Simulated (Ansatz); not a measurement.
## Finding the fault: liquid calcium in ammonia at 230 K (111 atoms)

Program: Ansatz 0.2.0. The cell: 27 N, 81 H and 3 Ca.

The input, input.yaml:

```yaml
crystal:
  lattice:
    - [11.34302, 0.0, 0.0]
    - [0.0, 11.34302, 0.0]
    - [0.0, 0.0, 11.34302]
  atoms:
    - { symbol: "N", position: [0.65576, 0.81287, 0.06298] }
    - { symbol: H, position: [0.59307, 0.8641, 0.02307] }
    - { symbol: H, position: [0.60483, 0.7615, 0.11771] }
    - { symbol: H, position: [0.68162, 0.74817, 0.00037] }
    - { symbol: "N", position: [0.20403, 0.54854, 0.52316] }
    - { symbol: H, position: [0.14517, 0.56772, 0.58657] }
    - { symbol: H, position: [0.15923, 0.47962, 0.48605] }
    - { symbol: H, position: [0.19521, 0.6121, 0.46734] }
    - { symbol: "N", position: [0.15099, 0.91988, 0.06327] }
    - { symbol: H, position: [0.14828, 0.00527, 0.09038] }
    - { symbol: H, position: [0.15144, 0.93065, 0.97089] }
    - { symbol: H, position: [0.23054, 0.89515, 0.08797] }
    - { symbol: "N", position: [0.71578, 0.5363, 0.33278] }
    - { symbol: H, position: [0.70025, 0.56868, 0.41486] }
    - { symbol: H, position: [0.64244, 0.49564, 0.3187] }
    - { symbol: H, position: [0.71465, 0.6048, 0.27505] }
    - { symbol: "N", position: [0.18168, 0.49582, 0.89735] }
    - { symbol: H, position: [0.20792, 0.426, 0.85313] }
    [... 87 atom lines left out ...]
    - { symbol: H, position: [0.44962, 0.56204, 0.13196] }
    - { symbol: H, position: [0.34173, 0.58612, 0.05125] }
    - { symbol: H, position: [0.47377, 0.59901, 0.00072] }
    - { symbol: Ca, position: [0.85664, 0.90194, 0.95732] }
    - { symbol: Ca, position: [0.38467, 0.31559, 0.09628] }
    - { symbol: Ca, position: [0.07965, 0.80989, 0.24833] }
kpoints:
  mp_grid: { grid: [1, 1, 1] }
  KSPACING: 60
hamiltonian:
  xc: lda
scf:
  occupations: { method: gaussian, width: 0.025 }
  max_iter: 80
output:
  forces: true
```

The run is started by

```sh
> ansatz run input.yaml --threads 4 --pin off --max-ram 8192MiB --backend cpu --events-out ev --progress --plain --runs-dir out
```

Output:

```text
Error: YAML parse error: error: line 120 column 3: unknown field `KSPACING`, expected one of mp_grid, list, band_path, initial_grid, further_shifts
   --> <input>:120:3
    |
118 | kpoints:
119 |   mp_grid: { grid: [1, 1, 1] }
120 |   KSPACING: 60
    |   ^ unknown field `KSPACING`, expected one of mp_grid, list, band_path, initial_grid, further_shifts
121 | hamiltonian:
122 |   xc: lda
    |
```

It took 0.02 s on 4 threads of AMD EPYC 9R45, shared host; peak memory 0.029 GiB.

What is at fault here, and what would mend it?

A keyword of another program: kpoints.KSPACING = 60.

The fix is to take the foreign keyword out.

The program refused it before any cycle.

[Logs are printed without paths, hosts, clocks, repeated set-up lines and the standing remarks that a program may print on its own settings, such as how far it seeks lower states.]

[Hosts, paths, dates, database ids (printed as entryN), source tags and the programs' standing remarks are cut or masked in the printed files.]
